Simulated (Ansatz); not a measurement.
# Surface energy of W(100) slab (32 atoms)

What is the surface energy of this cell, counted against the bulk crystal, and how far does it hang on functional and mesh?

Calculated with Ansatz 0.2.0: Kohn-Sham DFT, PBE, PAW (set soft_2), plane waves; cutoff 420 eV, fermi-dirac smearing of 0.1 eV. Cutoffs: 420 eV for PBE and PBEsol; 500 eV for r2SCAN.

**The cells**

The cell holds 32 atoms: 32 W. Its edges and angles: a = 6.370 Å, b = 6.370 Å, c = 26.148 Å, α = 90.0°, β = 90.0°, γ = 90.0°. It derives from W. The starting structure: Slab of W cut on (1 0 0), 11.1 Å thick, 2 x 2 surface cells, both faces free, 15 Å of vacuum; not relaxed. Lattice constants are starting values near those of PBE. Vacuum lies along c.

The bulk reference is W2 in a cell of 2 atoms, 16.155 Å³ an atom.

The input of the single point on the relaxed cell:

```yaml
crystal:
  lattice:
    - [6.37, 0.0, 0.0]
    - [0.0, 6.37, 0.0]
    - [0.0, 0.0, 26.1475]
  atoms:
    - { symbol: W, position: [0.25, 0.25, 0.29301] }
    - { symbol: W, position: [0.0, 1.0, 0.34681] }
    - { symbol: W, position: [0.25, 0.25, 0.4096] }
    - { symbol: W, position: [1.0, 0.0, 0.46927] }
    [... 26 atom lines left out ...]
    - { symbol: W, position: [0.75, 0.75, 0.65319] }
    - { symbol: W, position: [0.5, 0.5, 0.70699] }
kpoints:
  mp_grid: { grid: [6, 6, 1] }
hamiltonian:
  xc: pbe
scf:
  occupations: { method: fermi_dirac, width: 0.1 }
output:
  forces: true
  populations: true
  dos:
    method: { smearing: { sigma: 0.08 } }
    de: 0.1
    projected: { site_lists: { W: [W] } }
  eigenvalues: true
  write_density: true
  write_potential: true
  volumetric_format: npy
```

| cell | formula | k-mesh | relaxation steps | gain on relaxing (eV) | free energy, PBE (eV) | time of its runs on this page |
| --- | --- | --- | --- | --- | --- | --- |
| W(100) slab | W32 | 6×6×1 (relaxed on 4×4×1) | 5 | 1.35 | -332294.440 | 40 s |
| bulk W | W2 | 17×17×17 | - | - | -20769.662 | 18 s |

**Surface energy**

The excess is the cell's free energy less 16 times that of the bulk cell. It is divided by twice the area, as the cell holds two faces, so the value is their mean, and they need not be alike (40.58 Å²), with 1 eV/Å² = 16.022 J/m².

```
           level  k-mesh  excess (eV)  surface energy (J/m²)  per area (meV/Å²)
             PBE   6×6×1       20.149                  3.978              248.3
PBE, denser mesh   7×7×1       20.141                  3.976              248.2
          r2SCAN   6×6×1       22.046                  4.352              271.7
          PBEsol   6×6×1       21.726                  4.289              267.7
```

Worked for the first row at PBE: (-332294.440) − 16 × (-20769.662) = 20.149 eV (from unrounded energies).

Then 20.149 / (2 × 40.58) × 16.022 = 3.978 J/m².

**Findings**

At PBE the surface energy is 3.98 J/m². At the same geometries the levels give 3.98 (PBE) to 4.35 J/m² (r2SCAN) and the denser mesh leaves it within 0.01 J/m². Relaxing the atoms lowered it by 0.267 J/m² from the start (on the 4×4×1 mesh of the relaxation), and the farthest atom moved 0.16 Å.

Limits: The cell edges were held, so the lattice is the typed one for every functional. Cell and bulk are sampled on unlike meshes, and the error grows with the number of atoms subtracted. These are free energies under a smearing of 0.1 eV, whose entropy term isn't removed. Spin–orbit coupling is left out, which matters for the levels of the heavy elements. In some runs the program notes that the exchange-correlation potential is rough where the density is thin.

[Logs are printed without paths, hosts, clocks, repeated set-up lines and the standing remarks that a program may print on its own settings, such as how far it seeks lower states.]

[Hosts, paths, dates, database ids (printed as entryN), source tags and the programs' standing remarks are cut or masked in the printed files.]
